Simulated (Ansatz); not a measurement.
# AgF (model cell, started as layered BN type): a soft mode frozen in

Which phase does AgF (model cell, started as layered BN type) fall into along its unstable mode, and how much energy does it gain?

Method: DFT PBEsol, scalar-relativistic, plane waves, PAW, in Ansatz 0.2.0.

The structure was built from a prototype and need not be the compound's stable phase.

### 1. The structure

Symmetry: P6_3/mmc, No. 194, hexagonal system. Conventional cell: a = 4.102 Å, b = 4.102 Å, c = 4.822 Å, α = 90.00°, β = 90.00°, γ = 120.00°. Nearest to Ag lie 5 F at 2.37 to 2.41 Å. F has 5 Ag at 2.37 to 2.41 Å nearest. Farther neighbours and most contacts between anions are not listed.

As a file:

```cif
data_structure
_symmetry_space_group_name_H-M 'P 1'
_symmetry_Int_Tables_number 1
_cell_length_a 4.1018
_cell_length_b 4.1018
_cell_length_c 4.8217
_cell_angle_alpha 90.000
_cell_angle_beta 90.000
_cell_angle_gamma 120.000
_cell_volume 70.26
loop_
_atom_site_label
_atom_site_type_symbol
_atom_site_fract_x
_atom_site_fract_y
_atom_site_fract_z
_atom_site_occupancy
Ag1 Ag 0.33333 0.66667 0.25000 1
Ag2 Ag 0.66667 0.33333 0.75000 1
F3 F 0.66667 0.33333 0.25000 1
F4 F 0.33333 0.66667 0.75000 1
```

### 2. The dispersion

The cell comes from relaxations at this level that are not shown. Stability and thermal properties need the whole zone. Linear response on a 2×2×2 q mesh gives force constants as far as a supercell of that size would.

The input, input.yaml:

```yaml
crystal:
  lattice:
    - [4.1018079834, -2.9963e-06, 0.0]
    - [-2.0509013968, 3.5522714132, 0.0]
    - [0.0, 0.0, 4.8216818981]
  atoms:
    - { symbol: Ag, position: [0.3333333333, 0.6666666667, 0.25] }
    - { symbol: Ag, position: [0.6666666667, 0.3333333333, 0.75] }
    - { symbol: F, position: [0.6666666667, 0.3333333333, 0.25] }
    - { symbol: F, position: [0.3333333333, 0.6666666667, 0.75] }
kpoints:
  mp_grid: { grid: [12, 12, 8] }
hamiltonian:
  xc: pbesol
scf:
  occupations: { method: methfessel_paxton, width: 0.15 }
output:
  eigenvalues: true
phonons:
  method: dfpt
  qmesh: [2, 2, 2]
  temperatures: { t_max: 1000, t_step: 50 }
  qpath:
    path:
      - [[0.0, 0.0, 0.0], [0.5, 0.0, 0.0], [0.33333333, 0.33333333, 0.0], [0.0, 0.0, 0.0], [0.0, 0.0, 0.5], [0.5, 0.0, 0.5], [0.33333333, 0.33333333, 0.5], [0.0, 0.0, 0.5]]
      - [[0.5, 0.0, 0.5], [0.5, 0.0, 0.0]]
      - [[0.33333333, 0.33333333, 0.5], [0.33333333, 0.33333333, 0.0]]
    npoints: 10
```

Started as:

```bash
$ ansatz run input.yaml --threads 4 --pin off --max-ram 7168MiB --backend cpu --events-out ev --progress --plain --runs-dir out
```

Numbers of over 12 decimals in the logs are rounded to 6 here.

The program printed:

```text
Warning: phonons: the dynamical matrix that this run interpolates holds no multipole term above the dipole-dipole one, and a site of this crystal is no centre of inversion, so its interpolated transverse optical and acoustic branches and sound speeds can stay off near Gamma, and the density of states and the thermodynamics with them. What a run solves at a wave vector of phonons.qpoints, Gamma apart, where the deck admits one, is free of this, and under fd what a larger phonons.supercell samples
Engine: ansatz 0.2.0, aarch64-unknown-linux-gnu
Pseudopotentials: kind: paw
Pseudopotential: Ag, paw, valence charge 19, recommended cutoff 420 eV (normal), Ag.paw.azcp
Pseudopotential: F, paw, valence charge 7, recommended cutoff 420 eV (normal), F.paw.azcp
Functional definition: PBEsol
  exchange = pbesol_x
  correlation = pbesol_c
Crystal: 4 atoms, lattice volume = 70.255 Å³
Basis set: ecut = 420 eV, 1349 PW (Γ), exchange–correlation on 60×60×72 points (8 copies of the dense FFT grid, shifted against one another)
Bands: 32, of which v1, the nominal top of the filled ones, is band 26 counted from 1 (25 counted from 0)
Symmetry: 24 space group operations
k-points: 95 of 1152
Non-local potential: Ag, projectors of the file, l = 0: 3, l = 1: 2, l = 2: 2, l = 3: 1
Non-local potential: F, projectors of the file, l = 0: 2, l = 1: 2, l = 2: 1
PAW form: soft (Blöchl's): semilocal exchange-correlation on the pseudo side does not see the compensation charge
PAW frozen core: Ag, regenerated for the run's functional, and the local potential with it (the file was generated under x = pbe(κ = 0.804, μ = 0.219515), c = pbe(β = 0.066725))
PAW frozen core: F, regenerated for the run's functional, and the local potential with it (the file was generated under x = pbe(κ = 0.804, μ = 0.219515), c = pbe(β = 0.066725))
PAW one-centre angular grid: Ag, 590 points (default); XC on 64 Gauss nodes
PAW one-centre angular grid: F, 110 points (default); XC on 64 Gauss nodes
Initial density: superposition of atomic densities (neutral atoms: chi_scale 0, normalization atom), corrected by the library's trained network
Initial wavefunctions: pseudopotential atomic-orbital guess
Functional: x = pbesol(κ = 0.804, μ = 0.123457), c = pbesol(β = 0.046)
SCF iter   1: F=—  HF=-16642.869948 eV  |F-HF|=—  |Δ(HF+E_count)|=         —  Δρ=1.43e-2  dr2=9.73e-2  ethr=1.77e-3  ⟨swp⟩=5.1  Hψ=10449  notcnv=0  defer=7
preconditioner: auto → LDOS  [metal: Δε(μ)=0.018 eV  Ē_g=11.745 eV  σ=0.150 eV  W_gap=0.10  n_scr=20 (ndim 8)  ℏωp=26.6 eV  f_vac=0.199  D(μ)=1.09/eV (n_scr^D=2)  β→1.0]
SCF iter   2: F=—  HF=-16642.882984 eV  |F-HF|=—  |Δ(HF+E_count)|=   1.30e-2  S|Δr|=    0.00e0  Δρ=1.63e-2  dr2=1.22e-1  ethr=1.87e-4  ⟨swp⟩=2.0  Hψ=5924  notcnv=0  defer=152
SCF iter   3: F=—  HF=-16642.848383 eV  |F-HF|=—  |Δ(HF+E_count)|=   3.46e-2  S|Δr|=    0.00e0  Δρ=3.76e-3  dr2=5.93e-3  ethr=1.87e-4  ⟨swp⟩=2.0  Hψ=4585  notcnv=0  defer=152
SCF iter   4: F=—  HF=-16642.846740 eV  |F-HF|=—  |Δ(HF+E_count)|=   1.64e-3  S|Δr|=    0.00e0  Δρ=4.02e-4  dr2=1.06e-4  ethr=1.14e-5  ⟨swp⟩=2.0  Hψ=4501  notcnv=0  defer=152
SCF iter   5: F=—  HF=-16642.846718 eV  |F-HF|=—  |Δ(HF+E_count)|=   2.14e-5  S|Δr|=    0.00e0  Δρ=3.22e-5  dr2=2.98e-7  ethr=2.03e-7  ⟨swp⟩=2.3  Hψ=4373  notcnv=0  defer=152
SCF iter   6: F=—  HF=-16642.846719 eV  |F-HF|=—  |Δ(HF+E_count)|=   7.84e-7  S|Δr|=    0.00e0  Δρ=3.68e-6  dr2=4.36e-9  ethr=5.74e-10  ⟨swp⟩=2.0  Hψ=4989  notcnv=0  defer=151
SCF iter   7: F=—  HF=-16642.846719 eV  |F-HF|=—  |Δ(HF+E_count)|=   1.27e-9  S|Δr|=    0.00e0  Δρ=3.54e-7  dr2=5.06e-11  ethr=8.39e-12  ⟨swp⟩=2.0  Hψ=4566  notcnv=0  defer=151
SCF iter   8: F=-16642.846719 eV  HF=-16642.846719 eV  |F-HF|=3.64e-12  |Δ(HF+E_count)|=  8.00e-11  S|Δr|=    0.00e0  Δρ=4.11e-8  dr2=9.11e-13  ethr=1.00e-12  ⟨swp⟩=9.1  Hψ=14171  notcnv=0
SCF 1 converged in 8 iterations: F = -16642.846719 eV  dr2 = 9.11e-13
  greatest PAW one-centre occupation: 1.000 electrons in one spin orbital (limit 2), on the Ag atom at site 1 (counted from 0), in its partial waves of l = 0
Initial density: read from a saved state, or passed on in memory by an earlier SCF of this step, an earlier step, the calling program or the single point that the run made first
iter 1 solved again at ethr=1.55e-8 eV; its pass at ethr=3.10e-3 eV (dr2=8.04e-6 eV) is discarded
SCF iter   1: F=—  HF=-16642.846718 eV  |F-HF|=—  |Δ(HF+E_count)|=         —  Δρ=1.92e-7  dr2=1.36e-11  ethr=1.55e-8  ⟨swp⟩=3.0  Hψ=18703  notcnv=0
eigensolver tolerance schedule: the retry pair's looser diagonalisation over-reported the residual by 593053.58 of it (diagonalisation noise at an unbounded share of the residual, at the tolerance the schedule requests for it); recorded, not acted on — ethr = c·dr2/N_el stays at c = 1.0e-1
preconditioner: auto → LDOS  [insulator: Δε(μ)=0.105 eV  Ē_g=11.838 eV  σ=0.150 eV  W_gap=0.51  n_scr=20 (ndim 8)  ℏωp=26.6 eV  f_vac=0.199  D(μ)=0.95/eV (n_scr^D=2)  ε∞_Penn≈6.0  β→1.0]
SCF iter   2: F=—  HF=-16642.846719 eV  |F-HF|=—  |Δ(HF+E_count)|=   9.48e-7  S|Δr|=    0.00e0  Δρ=2.16e-7  dr2=1.74e-11  ethr=1.00e-12  ⟨swp⟩=3.0  Hψ=6475  notcnv=0
SCF iter   3: F=-16642.846719 eV  HF=-16642.846719 eV  |F-HF|=0.00e0  |Δ(HF+E_count)|=  1.09e-11  S|Δr|=    0.00e0  Δρ=9.04e-8  dr2=2.25e-12  ethr=1.00e-12  ⟨swp⟩=2.0  Hψ=7854  notcnv=0
SCF 2 converged in 3 iterations: F = -16642.846719 eV  dr2 = 2.25e-12
phonons: the bands overlap, so this run is a metal and interpolates without the dipole-dipole term. If the crystal is really an insulator or semiconductor, its LO-TO splitting is missing
NSCF: frozen V_eff on 95 k-points
NSCF: frozen V_eff on 370 k-points
DFPT response loops at q = (0, 0, 0) (fractional): preconditioner auto → none (partly filled bands, converged f_vac=0.199); β = 0.50; Broyden in place of MSR1
NSCF: frozen V_eff on 740 k-points
DFPT response loops at q = (0, 0, -0.5) (fractional): mixed as the last ones told, above
NSCF: frozen V_eff on 740 k-points
DFPT response loops at q = (0, -0.5, 0) (fractional): mixed as the last ones told, above
NSCF: frozen V_eff on 740 k-points
DFPT response loops at q = (0, -0.5, -0.5) (fractional): mixed as the last ones told, above
SCF converged after 8 iterations
Stability not checked: this state was not tested for a lower state beside it, because cold or Methfessel-Paxton smearing, or corrected tetrahedra, fill the levels in a way that the test cannot read (fill_not_monotonic; see scf.lower_state_search)
Free energy (F): -16642.846719 eV
Harris-Foulkes:  -16642.846719 eV  (|F-HF|=3.64e-12)
Internal energy: -16642.850767 eV  (E = F + TS)
E sigma→0 (E₀):  -16642.847731 eV
Entropy (-TS):   0.004048 eV (1.012 meV/atom)
Fermi energy:    7.041160 eV
--- Per-component energies (eV) ---
  E_band       = -788.584884
  E_kinetic    = 1466.965135
  E_local      = -7214.242485  (includes V_loc(G=0)·N_el)
  E_nonlocal   = 322.867274
  E_hartree    = 3132.492408
  E_xc         = -518.418383
  E_vxc        = -663.182351  (∫ρ·V_xc dr)
  E_paw        = -8064.174443  (= ΣΔE_a)
  E_vpaw       = -965.981911  (= ΣTr[D̂ρ^β])
  E_aug_tail   = 0.004607  (compensation charges beyond the density's cutoff)
  E_ewald      = -5769.075246
  E_core_change = 0.730363  (= ΣΔE_core)
  E_smearing   = 0.004048  (= −TS)
  E_closure    = -0.000000  (closes the sum)
  Σ components = -16642.846719   (vs F -16642.846719, Δ=0.00e0)
--- Band table (eV; the first three rows and the last of 95) ---
  k-point 0: bands = [... 22 lower, 6.5654, 6.5654, 6.5740, 6.5740, 6.6976, 12.6749, 14.3406, 17.9456, ... 2 higher]
  k-point 1: bands = [... 22 lower, 6.5674, 6.5674, 6.5748, 6.5748, 6.9443, 12.1935, 14.9467, 17.8978, ... 2 higher]
  k-point 2: bands = [... 22 lower, 6.5724, 6.5724, 6.5772, 6.5772, 7.6556, 11.3691, 16.1427, 17.7804, ... 2 higher]
  k-point 94: bands = [... 22 lower, 5.8329, 5.8329, 7.0235, 7.0235, 13.0324, 13.0324, 13.7097, 13.7097, ... 2 higher]
--- Phonons (Γ-DFPT): 4 representative perturbations + reference (Σ response iterations 14) ---
  ASR residual: 2.743e-5 → 0.000e0 eV/Å²; symmetrization residual: 8.624e-6 eV/Å²
  ASR residual per site (eV/Å²): 1.34e-6 1.34e-6 2.74e-5 2.74e-5
  Γ frequencies (cm⁻¹): -11.77 0.00 0.00 0.00 7.14 7.14 167.65 167.65 198.37 198.37 209.65 251.53
--- Phonons (arbitrary-q DFPT): 4 irreducible q on the 2×2×2 mesh ---
  q = [0.0000, 0.0000, 0.0000] (star 1, of the zone-centre solve; hermiticity 5.15e-6, symmetrization 8.32e-7): -11.77 -0.00 -0.00 0.00 7.14 7.14 167.65 167.65 198.37 198.37 209.65 251.53
  q = [0.0000, 0.0000, -0.5000] (star 1, 4 solved perturbations in 930 linear systems a pass and spin channel, the states on 370 of 1152 k-point pairs; hermiticity 3.70e-6, symmetrization 3.69e-7): -17.87 -17.87 -17.87 -17.87 107.11 107.11 180.73 180.73 180.73 180.73 228.35 228.35
  q = [0.0000, -0.5000, 0.0000] (star 3, 6 solved perturbations in 1910 linear systems a pass and spin channel, the states on 370 of 1152 k-point pairs; hermiticity 9.24e-6, symmetrization 2.94e-6): -26.27 -24.07 -19.06 -9.22 87.01 88.88 196.94 217.20 220.55 225.12 225.66 234.58
  q = [0.0000, -0.5000, -0.5000] (star 3, 6 solved perturbations in 1910 linear systems a pass and spin channel, the states on 370 of 1152 k-point pairs; hermiticity 6.39e-6, symmetrization 6.23e-7): -23.67 -23.67 53.53 53.53 83.63 83.63 118.73 118.73 209.94 209.94 265.43 265.43
  sum rule: each row above includes the acoustic sum rule's correction from the zone centre's row sums; it moved no ω² by more than (0.63 cm⁻¹)²
  mesh force constants: q→R imaginary residual 1.48e-17; ASR residual 2.743e-5 → 0.000e0 eV/Å²; symmetrization residual 4.885e-15 eV/Å²
  interpolated dispersion: 93 rows × 12 modes
  density of states and harmonic sums: on the 18×18×14 q-mesh, interpolated from the force constants of a 2×2×2 supercell (no non-analytic term)
  largest difference from the sums on the solved wave vectors: F 2.85e-1 eV, S 3.69e-4 and C_V 8.42e-5 eV/K
  zero-point energy: 0.090510 eV/cell   skipped modes (ω ≤ 0): 690, of them read as no rigid motion or as one in doubt: 687 (2.272e0 modes/cell left out, lowest -34.59 cm⁻¹)   left out of the sums: 1.89e-1 of the cell's modes: C_V's classical limit lies that fraction below 3 k_B per atom; for a crystal, a wire or a layer, F and S can be off by more, and a phonons.interpolated_qmesh denser along its periods is the remedy for the sampling
```

It took 6.1 min on 4 threads of Arm Neoverse V2, shared host; peak memory 1.9 GiB; 24 min of CPU time.

Numbers from this step:

```yaml
volume_per_atom: 17.56 Å³
gap_on_the_k_mesh: 0 eV
sum_rule_residual_before_enforcement: 2.74e-5 eV/Å²
lowest_frequency_on_the_path: -28.26 cm⁻¹
point_group: 6/mmm
highest_frequency_on_the_path_or_at_a_solved_wavevector: 265.6 cm⁻¹
highest_optical_mode_at_the_zone_centre_no_lo_to_term: 251.5 cm⁻¹
lowest_optical_zone_centre_mode: -11.77 cm⁻¹
lowest_mode_on_the_q_mesh_acoustic_modes_at_gamma_apart: -26.27 cm⁻¹
```

Frequencies (cm⁻¹) solved at each irreducible wavevector; negative means imaginary. Frequencies by wavevector, by row:

| q in reciprocal lattice units | star | mode 1 | mode 2 | mode 3 | mode 4 | mode 10 | mode 11 | mode 12 |
| --- | --- | --- | --- | --- | --- | --- | --- | --- |
| 0 0 0 | 1 | -11.8 | 0 | 0 | 0 | 198.4 | 209.7 | 251.5 |
| 0 0 -0.5 | 1 | -17.9 | -17.9 | -17.9 | -17.9 | 180.7 | 228.3 | 228.3 |
| 0 -0.5 0 | 3 | -26.3 | -24.1 | -19.1 | -9.2 | 225.1 | 225.7 | 234.6 |
| 0 -0.5 -0.5 | 3 | -23.7 | -23.7 | 53.5 | 53.5 | 209.9 | 265.4 | 265.4 |

Interpolated from a 2×2×2 q mesh, rough between the solved points. Phonon branches along the path, in cm⁻¹:

```
    point  branch 1  branch 2  branch 3  branch 4  branch 9  branch 10  branch 11  branch 12
        Γ       -12         0         0         0       198        198        210        252
  halfway       -19       -19       -18         9       211        212        213        245
        M       -26       -24       -19        -9       221        225        226        235
  halfway       -27       -25        -9        32       217        222        232        234
        K       -27       -27        14        46       216        227        227        238
  halfway       -21       -20       -14        20       212        215        218        243
        Γ       -12         0         0         0       198        198        210        252
  halfway       -13       -13       -11       -11       193        193        219        241
        A       -18       -18       -18       -18       181        181        228        228
  halfway       -22       -22        38        38       196        196        248        248
        L       -24       -24        54        54       210        210        265        265
  halfway         4         4        46        46       218        218        264        264
        H        24        24        31        31       226        226        262        262
  halfway       -14       -14        39        39       202        202        251        251
        A       -18       -18       -18       -18       181        181        228        228
jump to L       -24       -24        54        54       210        210        265        265
  halfway       -27       -22       -17        34       200        220        254        260
        M       -26       -24       -19        -9       221        225        226        235
jump to H        24        24        31        31       226        226        262        262
  halfway       -24       -24        19        41       218        234        254        254
        K       -27       -27        14        46       216        227        227        238
```

Symmetry leaves 4 wavevectors to solve. The lowest mode among them, the acoustic zeros apart, lies at q = (0, -0.5, 0) and is imaginary, 26.3i cm⁻¹, so the energy falls along it.

### 3. The mode frozen in, largest atomic shift 0 Å

The mode followed lies at q = (0, -0.5, 0) with frequency 24.1i cm⁻¹, one of the unstable modes though not the softest. At small amplitude the distorted cell has space group no. 62 by a symmetry search on the positions. The undistorted cell that holds it gives the zero of energy on the same k mesh.

System of this step: AgF (model cell, started as layered BN type). Symmetry: P6_3/mmc, No. 194, hexagonal system. The conventional cell has a = 4.102 Å, b = 4.102 Å, c = 4.822 Å, α = 90.00°, β = 90.00°, γ = 120.00°. Nearest to Ag lie 5 F at 2.37 to 2.41 Å. Nearest to F lie 5 Ag at 2.37 to 2.41 Å. Farther neighbours and most contacts between anions are not listed.

The input, input.yaml:

```yaml
crystal:
  lattice:
    - [-4.1018079834, 2.9963e-06, 0.0]
    - [0.0, 0.0, -4.8216818981]
    - [-5.1898e-06, -7.1045398301, 0.0]
  atoms:
    - { symbol: Ag, position: [0.5, 0.75, 0.1666666667] }
    - { symbol: Ag, position: [0.0, 0.75, 0.6666666667] }
    - { symbol: Ag, position: [0.0, 0.25, 0.3333333333] }
    - { symbol: Ag, position: [0.5, 0.25, 0.8333333333] }
    - { symbol: F, position: [0.0, 0.75, 0.3333333333] }
    - { symbol: F, position: [0.5, 0.75, 0.8333333333] }
    - { symbol: F, position: [0.5, 0.25, 0.1666666667] }
    - { symbol: F, position: [0.0, 0.25, 0.6666666667] }
kpoints:
  mp_grid: { grid: [8, 6, 6] }
hamiltonian:
  xc: pbesol
scf:
  occupations: { method: methfessel_paxton, width: 0.15 }
output:
  forces: true
  stress: true
  eigenvalues: true
```

The program printed:

```text
[...]
Crystal: 8 atoms, lattice volume = 140.511 Å³
Basis set: ecut = 420 eV, 2707 PW (Γ), exchange–correlation on 60×72×96 points (8 copies of the dense FFT grid, shifted against one another)
Bands: 63, of which v1, the nominal top of the filled ones, is band 52 counted from 1 (51 counted from 0)
Symmetry: 16 space group operations
[...]
k-points: 80 of 288
[...]
k-point 0: bands = [... 48 lower, 6.5673, 6.5673, 6.5759, 6.5760, 6.6986, 10.3371, 11.2789, 12.6758, ... 7 higher]
  k-point 1: bands = [... 48 lower, 6.4037, 6.5039, 6.5272, 6.5624, 6.9478, 9.7194, 11.9188, 12.7438, ... 7 higher]
  k-point 2: bands = [... 48 lower, 6.2362, 6.3671, 6.3908, 6.4854, 7.4170, 8.8550, 12.7628, 12.9210, ... 7 higher]
  k-point 79: bands = [... 48 lower, 6.9545, 6.9545, 6.9545, 6.9545, 12.0304, 12.0304, 12.0304, 12.0304, ... 7 higher]
[key lines of the parts left out:]
SCF converged after 7 iterations
Free energy (F): -33285.694454 eV
Fermi energy:    7.069430 eV
P = ⅓ Tr σ = 0.0213 GPa (0.213 kbar)
```

The job ended after 9.2 s (4 threads; peak memory 0.78 GiB).

Numbers from this step:

| Quantity | Value |
| --- | --- |
| pressure | 0.02133 GPa |
| energy from the undistorted cell | 0 meV/atom |

The run ends at a pressure of 0.02 GPa, with forces up to 2.0e-4 eV/Å.

### 4. The mode frozen in, largest atomic shift 0.14 Å

The atoms are moved along the unstable eigenvector, the largest shift by 0.14 Å, with the cell fixed.

input.yaml, the sections that differ from step 3:

```yaml
crystal:
  lattice:
    - [-4.1018079834, 2.9963e-06, 0.0]
    - [0.0, 0.0, -4.8216818981]
    - [-5.1898e-06, -7.1045398301, 0.0]
  atoms:
    - { symbol: Ag, position: [0.5, 0.7234683128, 0.1666666667] }
    - { symbol: Ag, position: [0.0, 0.7765316872, 0.6666666667] }
    - { symbol: Ag, position: [0.0, 0.2765316872, 0.3333333333] }
    - { symbol: Ag, position: [0.5, 0.2234683128, 0.8333333333] }
    - { symbol: F, position: [0.0, 0.7790355115, 0.3333333333] }
    - { symbol: F, position: [0.5, 0.7209644885, 0.8333333333] }
    - { symbol: F, position: [0.5, 0.2209644885, 0.1666666667] }
    - { symbol: F, position: [0.0, 0.2790355115, 0.6666666667] }
# kpoints, hamiltonian, scf, output: as in step 3
```

The program printed:

```text
[...]
Crystal: 8 atoms, lattice volume = 140.511 Å³
Basis set: ecut = 420 eV, 2707 PW (Γ), exchange–correlation on 60×72×96 points (8 copies of the dense FFT grid, shifted against one another)
Bands: 63, of which v1, the nominal top of the filled ones, is band 52 counted from 1 (51 counted from 0)
Symmetry: 8 space group operations
[...]
k-points: 80 of 288
[...]
k-point 0: bands = [... 48 lower, 6.4906, 6.5007, 6.5254, 6.5262, 6.6718, 10.1773, 11.2714, 12.7111, ... 7 higher]
  k-point 1: bands = [... 48 lower, 6.3446, 6.4518, 6.4751, 6.5007, 6.9073, 9.6209, 11.8407, 12.7775, ... 7 higher]
  k-point 2: bands = [... 48 lower, 6.1600, 6.3286, 6.3382, 6.4172, 7.3726, 8.7882, 12.6538, 12.9459, ... 7 higher]
  k-point 79: bands = [... 48 lower, 6.8969, 6.8969, 6.8969, 6.8969, 11.8353, 11.8353, 11.8353, 11.8353, ... 7 higher]
[key lines of the parts left out:]
SCF converged after 7 iterations
Free energy (F): -33285.700873 eV
Fermi energy:    7.034886 eV
P = ⅓ Tr σ = -0.4489 GPa (-4.489 kbar)
```

It took 8.7 s on 4 threads; peak memory 0.79 GiB; 33 s of CPU time.

This step gave:

* pressure: -0.4489 GPa
* energy from the undistorted cell: -0.798 meV/atom

The energy, extrapolated to zero smearing, is -0.80 meV/atom against the undistorted cell.

The run ends at a pressure of -0.45 GPa, with forces up to 0.042 eV/Å.

(Continued in part 2 of 3.)

[Logs are printed without paths, hosts, clocks, repeated set-up lines and the standing remarks that a program may print on its own settings, such as how far it seeks lower states.]

[Hosts, paths, dates, database ids (printed as entryN), source tags and the programs' standing remarks are cut or masked in the printed files.]
